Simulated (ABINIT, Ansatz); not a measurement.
# H6PbCBr3N (Pm): bands and cutoff in G0W0 with ABINIT, part 2 of 2

Wanted: a converged G0W0 gap of H6PbCBr3N (Pm), or an estimate of the limit.

ABINIT 10.8.3; PBEsol and many-body steps on it, plane waves. Known limits of the many-body steps: not at the basis limit; no spin-orbit coupling; coarse k mesh.

So far. Step 3 (Screening, 2×2×2 mesh, 76 bands, screening to 51.7 eV): Local fields lower ε∞ by 11 %. On a Γ-centred mesh this coarse the value itself is usually too large, while a short band sum pulls it down. Step 4 (76 bands, 51.7 eV): The gap on the mesh goes from 2.00 eV to 4.02 eV, a correction of +2.02 eV.

**6. 151 bands, 98 eV**

This step: G0W0 on PBEsol, plane waves, norm-conserving pseudopotentials.

The input, run.abi:

```
acell 3*1.0 Angstrom
rprim 
  6.038531000000 -0.000000000000 -0.000000000000
  -0.000000000000 6.059680000000 0.000000000000
  -0.007679000000 0.000000000000 6.128174000000
ntypat 5
znucl 1 82 6 35 7
natom 12
typat 1 1 1 1 1 1 2 3 4 4 4 5
xred 
  0.218258000000 0.862101000000 0.968190000000
  0.177786000000 0.000000000000 0.198636000000
  0.825095000000 0.851944000000 0.061619000000
  0.869341000000 0.000000000000 0.811715000000
  0.825095000000 0.148056000000 0.061619000000
  0.218258000000 0.137899000000 0.968190000000
  0.475266000000 0.500000000000 0.477994000000
  0.897311000000 0.000000000000 0.988520000000
  0.430028000000 0.500000000000 0.972748000000
  0.434852000000 0.000000000000 0.512708000000
  0.966538000000 0.500000000000 0.440736000000
  0.140606000000 0.000000000000 0.032465000000
pp_dirpath "pseudos"
pseudos "H.upf, Pb.upf, C.upf, Br.upf, N.upf"
ecut 37
ngkpt 2 2 2
nshiftk 1
shiftk 0 0 0
kptopt 1
chksymbreak 0
istwfk *1
occopt 1
irdwfk 1
optdriver 4
nband 151
gwcalctyp 0
ecutsigx 37
symsigma 1
nkptgw 2
kptgw 
  0.5000000000 0.5000000000 0.5000000000
  0.0000000000 0.0000000000 0.0000000000
bdgw 
  43 46
  43 46
ecuteps 3.6
irdscr 1
ppmodel 1
indata_prefix "in"
outdata_prefix "out"
tmpdata_prefix "tmp"
```

Run with:

```sh
OMP_NUM_THREADS=1 mpirun -n 4 abinit run.abi > log
```

Numbers of over 12 decimals in the logs are rounded to 6 here.

Log:

```text
.Version 10.8.3 of ABINIT. v10.8.2 released Aug 2026.

 Symmetries : space group Pm (#  6); Bravais mP (primitive monocl.)
[... echo of the input left out ...]
== DATASET  1 ==================================================================
-   mpi_nproc: 4, omp_nthreads: 1 (-1 if OMP is not activated)

--- !DatasetInfo
iteration_state: {dtset: 1, }
dimensions: {natom: 12, nkpt: 8, mband: 151, nsppol: 1, nspinor: 1, nspden: 1, mpw: 16306, }
cutoff_energies: {ecut:  37.0, pawecutdg:  -1.0, }
electrons: {nelect:   8.80000000E+01, charge:   0.00000000E+00, occopt:   1.00000000E+00, tsmear:   1.00000000E-02, }

 SIGMA: Calculation of the GW corrections

 Based on a program developped by R.W. Godby, V. Olevano, G. Onida, and L. Reining.
 Incorporated in ABINIT by V. Olevano, G.-M. Rignanese, and M. Torrent.
.Using double precision arithmetic ; gwpc =  8

[... cell and pseudopotentials left out ...]
--------------------------------------------------------------------------------

 ==== K-mesh for the wavefunctions ====
 Number of points in the irreducible wedge :     8
[... list of points left out ...]
 Together with  2 symmetry operations and time-reversal symmetry
 yields     8 points in the full Brillouin Zone.

 ==== Q-mesh for screening function ====
 Number of points in the irreducible wedge :     8
[... list of points left out ...]
 Together with  2 symmetry operations and time-reversal symmetry
 yields     8 points in the full Brillouin Zone.

 vcoul_init : cutoff-mode = AUXILIARY_FUNCTION
 q-points for optical limit:   1
     1)      0.000010    0.000020    0.000030
 setmesh: FFT mesh size selected  =    64x   64x   64
          total number of points  =       262144

 Number of electrons calculated from density =   88.0000; Expected =   88.0000
[...]
number of omega for Sigma on real axis              0
 max omega for Sigma on real axis  [eV]           0.00
 zcut for avoiding poles [eV]                     0.10

 EPSILON^-1 parameters (SCR file):
 dimension of the eps^-1 matrix on file            469
 dimension of the eps^-1 matrix used               469
 number of plane-waves for wavefunctions         16279
 number of bands                                   151
 number of q-points in IBZ                           8
 number of frequencies                               2
 number of real frequencies                          1
 number of imag frequencies                          1

 matrix elements of self-energy operator (all in [eV])

 Perturbative Calculation

--- !SelfEnergy_ee
iteration_state: {dtset: 1, }
kpoint     : [   0.500,    0.500,    0.500, ]
spin       : 1
KS_gap     :    2.005
QP_gap     :    3.840
Delta_QP_KS:    1.835
data: !SigmaeeData |
     Band     E0 <VxcDFT>   SigX SigC(E0)      Z dSigC/dE  Sig(E)    E-E0       E
       43  -0.462 -14.394 -19.340   3.113   0.788  -0.270 -15.837  -1.443  -1.905
       44   0.350 -15.279 -18.521   2.174   0.801  -0.248 -16.135  -0.856  -0.506
       45   2.354 -10.622  -6.649  -2.777   0.819  -0.222  -9.643   0.980   3.334
[...]
--- !SelfEnergy_ee
iteration_state: {dtset: 1, }
kpoint     : [   0.000,    0.000,    0.000, ]
spin       : 1
KS_gap     :    5.072
QP_gap     :    7.152
Delta_QP_KS:    2.080
data: !SigmaeeData |
     Band     E0 <VxcDFT>   SigX SigC(E0)      Z dSigC/dE  Sig(E)    E-E0       E
[...]
45   4.408  -7.707  -3.909  -3.004   0.841  -0.190  -7.040   0.667   5.075
       46   5.519 -11.746  -7.688  -2.979   0.804  -0.244 -10.879   0.867   6.386

== END DATASET(S) ==============================================================
================================================================================

 -outvars: echo values of variables after computation  --------
           etotal      0.0000000000E+00
            nband         151
             nkpt           8
          spgroup           6
 [... the other variables as echoed above ...]

 Calculation completed.
```

It took 29 s on 4 MPI ranks of Arm Neoverse V2, shared host; peak memory 2.8 GiB.

This step gave:

- G0W0 gap on the points computed: 3.84 eV
- starting gap on the mesh: 2.005 eV
- k of the valence top: 0.5, 0.5, 0.5
- k of the conduction bottom: 0.5, 0.5, 0.5
- Z at the valence top: 0.801
- Z at the conduction bottom: 0.819
- least direct G0W0 gap on the computed points: 3.84 eV

Against G0W0 in ABINIT (2×2×2 mesh, 76 bands, screening to 51.7 eV, Godby-Needs plasmon pole), the gap moves by −0.180 eV.

**7. Screening, 2×2×2 mesh, 307 bands, screening to 149.7 eV**

This step: RPA screening on PBEsol, plane waves, norm-conserving pseudopotentials.

Edit run.abi of step 6 so:

```diff
@@ -33,17 +33,8 @@
 irdwfk 1
-optdriver 4
-nband 151
-gwcalctyp 0
-ecutsigx 37
-symsigma 1
-nkptgw 2
-kptgw 
-  0.5000000000 0.5000000000 0.5000000000
-  0.0000000000 0.0000000000 0.0000000000
-bdgw 
-  43 46
-  43 46
-ecuteps 3.6
-irdscr 1
-ppmodel 1
+optdriver 3
+nband 307
+ecuteps 5.5
+inclvkb 2
+awtr 1
+symchi 1
 indata_prefix "in"
```

Log:

```text
.Version 10.8.3 of ABINIT. v10.8.2 released Aug 2026.

 Symmetries : space group Pm (#  6); Bravais mP (primitive monocl.)
[... echo of the input left out ...]
== DATASET  1 ==================================================================
-   mpi_nproc: 4, omp_nthreads: 1 (-1 if OMP is not activated)

--- !DatasetInfo
iteration_state: {dtset: 1, }
dimensions: {natom: 12, nkpt: 8, mband: 307, nsppol: 1, nspinor: 1, nspden: 1, mpw: 16306, }
cutoff_energies: {ecut:  37.0, pawecutdg:  -1.0, }
[...]
--------------------------------------------------------------------------------
[... chi0 elements left out ...]
 For q-point:  0.000010 0.000020 0.000030
  dielectric constant =   6.4357
  dielectric constant without local fields =   7.3578

  Average fulfillment of the sum rule on Im[epsilon] for q-point    1 :     60.54  [%]
[... wings left out ...]
  q-point number  2        q = ( 0.500000, 0.000000, 0.000000) [r.l.u.]
--------------------------------------------------------------------------------
[... chi0 elements left out ...]
  Average fulfillment of the sum rule on Im[epsilon] for q-point    2 :     64.53  [%]

 [... 6 further q-points ...]
```

Wall time 13 min (4 MPI ranks); peak memory 6.8 GiB.

This step gave:

* ε∞ with local fields, on this mesh, along the program's q direction: 6.436
* the same without local fields: 7.358
* plasma frequency: 23.26 eV
* plane waves in the screening matrix: 933

**8. 307 bands, 149.7 eV**

This step: G0W0 on PBEsol, plane waves, norm-conserving pseudopotentials.

Edit run.abi of step 7 so:

```diff
@@ -33,8 +33,17 @@
 irdwfk 1
-optdriver 3
+optdriver 4
 nband 307
+gwcalctyp 0
+ecutsigx 37
+symsigma 1
+nkptgw 2
+kptgw 
+  0.5000000000 0.5000000000 0.5000000000
+  0.0000000000 0.0000000000 0.0000000000
+bdgw 
+  43 46
+  43 46
 ecuteps 5.5
-inclvkb 2
-awtr 1
-symchi 1
+irdscr 1
+ppmodel 1
 indata_prefix "in"
```

Log:

```text
.Version 10.8.3 of ABINIT. v10.8.2 released Aug 2026.

 Symmetries : space group Pm (#  6); Bravais mP (primitive monocl.)
[... echo of the input left out ...]
== DATASET  1 ==================================================================
-   mpi_nproc: 4, omp_nthreads: 1 (-1 if OMP is not activated)

--- !DatasetInfo
iteration_state: {dtset: 1, }
dimensions: {natom: 12, nkpt: 8, mband: 307, nsppol: 1, nspinor: 1, nspden: 1, mpw: 16306, }
cutoff_energies: {ecut:  37.0, pawecutdg:  -1.0, }
[...]
Band     E0 <VxcDFT>   SigX SigC(E0)      Z dSigC/dE  Sig(E)    E-E0       E
[...]
45   4.408  -7.707  -3.909  -3.190   0.839  -0.192  -7.197   0.510   4.917
       46   5.519 -11.746  -7.688  -3.361   0.800  -0.250 -11.189   0.558   6.077

== END DATASET(S) ==============================================================
================================================================================

 -outvars: echo values of variables after computation  --------
           etotal      0.0000000000E+00
            nband         307
             nkpt           8
          spgroup           6
 [... the other variables as echoed above ...]

 Calculation completed.
```

Elapsed: 2.9 min, on 4 MPI ranks; peak memory 6.2 GiB; 11 min of CPU time.

Numbers from this step:

* G0W0 gap on the points computed: 3.854 eV
* starting gap on the mesh: 2.005 eV
* k of the valence top: 0.5, 0.5, 0.5
* k of the conduction bottom: 0.5, 0.5, 0.5
* least direct G0W0 gap on the computed points: 3.854 eV

Against G0W0 in ABINIT (2×2×2 mesh, 151 bands, screening to 98 eV, Godby-Needs plasmon pole), the gap moves by +0.014 eV.

**9. The runs together**

Times are wall times on 4 MPI ranks of Arm Neoverse V2, shared host, good to a factor of about two. A run's time includes the screening step that it read.

```tsv
run	mesh	bands	screening cutoff (eV)	DFT gap (eV)	gap on the mesh (eV)	direct (eV)	ε∞ used	time
76 bands, 51.7 eV	2×2×2	76	51.7	2.005	4.020	4.020	6.46	70 s
151 bands, 98 eV	2×2×2	151	98	2.005	3.840	3.840	6.43	4.3 min
307 bands, 149.7 eV	2×2×2	307	149.7	2.005	3.854	3.854	6.44	16 min
```

**10. Outcome**

* 76 bands, 51.7 eV: 4.020 eV
* 151 bands, 98 eV: 3.840 eV
* 307 bands, 149.7 eV: 3.854 eV
* known limits: not at the basis limit; no spin-orbit coupling; coarse k mesh

In words: From the first rung to the last the gap moves by −0.17 eV for 14 times the time. The gap turns back along the series, so no limit is drawn from it. In the G0W0 runs levels were corrected at 2 k points alone, so a gap called «on the mesh» is the least over those, and an edge elsewhere would be missed. The 2×2×2 mesh is coarse for this cell, which bears on the long-range parts of exchange and screening. Where an edge is built on 6p states of lead, bismuth or thallium, scalar-relativistic gaps usually stand too wide, by a few tenths to over one eV. The many-body steps are scalar-relativistic: spin-orbit coupling is not in them.

[Paths, hosts, dates, memory and timing lines, banners, echoed tables and standing remarks are left out of the program output.]

[Logs are printed without paths, hosts, clocks, repeated set-up lines and the standing remarks that a program may print on its own settings, such as how far it seeks lower states.]

[Runs of the session that timed out or met a known fault of the program may be left out.]

[Hosts, paths, dates, database ids (printed as entryN), source tags and the programs' standing remarks are cut or masked in the printed files.]

[G0W0 gaps are taken among the corrected bands and points alone; a level outside them can change the order at an edge.]

[Where Ansatz stands beside ABINIT at settings called matched, ABINIT's density can come from a denser mesh and the files from another edition; pairs whose starting gaps differed by over 0.03 eV were left out, so agreement reads better than it is.]
